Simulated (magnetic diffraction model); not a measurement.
**Which magnetic order? TmAs12Ir4**

Space group Im-3 (no. 204), a = 8.2060 Å.

```csv
site,atom,x,y,z
8c,Ir,1/4,1/4,3/4
2a,Tm,0,0,0
24g,As,1/2,0.8478,0.3496
```

The compound is invented for this exercise: a known structure type with other elements, its cell scaled to their sizes and not relaxed.

Only Tm is taken to order (form factors of Tm3+); orders and moment sizes are assumed, and not adapted to the symmetry. Radiation: neutrons of λ = 4.2 Å (absorption by Ir left out), 5° to 100°; isotropic B of 0.46 Å² (Ir), 0.48 Å² (Tm) and 0.78 Å² (As). Simulated constant-wavelength pattern: nuclear and magnetic terms add, the magnetic one as |2.695 fm × Σ f S⊥ exp(2πi Q·r) exp(−B s²)|², summed over all Q at one angle with the factor 1/(sin²θ cos θ). For collinear order S is the moment m, which repeats by lattice and centring translations R with the sign exp(−2πi k·R). Free-ion form factors, Sears's scattering lengths of 1992, no absorption; a label names one of the reflections at its angle. The strongest nuclear line in the range is 100, and lines under 0.2 are left out.

Above the ordering temperature:

```tsv
2θ (°)	index	I
42.44	(1 1 0)	0.6
61.57	(2 0 0)	44.7
77.64	(2 1 1)	0.9
92.74	(2 2 0)	100.0
```

Below it (cell unchanged):

```
2θ (°)      I
 29.66   28.8
 42.44    0.6
 52.62   13.0
 61.57   44.7
 69.81   24.2
 77.64    0.9
 92.74  100.0
```

**Question.** Find the propagation vector, then choose among these models:
A. collinear moments along [110], 5.1 μB on Tm
B. collinear moments along [001], 5.1 μB on Tm
C. collinear moments along [010], 5.1 μB on Tm

The new lines index as (1 0 0) at 29.66°, (1 1 1) at 52.62° and (2 1 0) at 69.81°, that is as H ± k with k = (0 0 1). The indices are whole but break the lattice centring, so the moments reverse under a centring translation, those with k·t a half-integer.

Magnetic intensity, observed (below minus above) and for each model:

| 2θ (°) | index | observed | A | B | C |
| --- | --- | --- | --- | --- | --- |
| 29.66 | (1 0 0) | 28.8 | 28.8 | 28.8 | 28.8 |
| 52.62 | (1 1 1) | 13.0 | 13.0 | 13.0 | 13.0 |
| 69.81 | (2 1 0) | 24.2 | 24.2 | 24.2 | 24.2 |

Models A, B and C match alike on every line, so these data can't choose among them (such ties are often domains of one structure): a powder sees only the angle between collinear moments and the unique axis of a uniaxial spin configuration, and no direction at all where the configuration is cubic.

The structure used: k = (0 0 1), collinear moments along [010], 5.1 μB on Tm.

[Logs are printed without paths, hosts, clocks, repeated set-up lines and the standing remarks that a program may print on its own settings, such as how far it seeks lower states.]
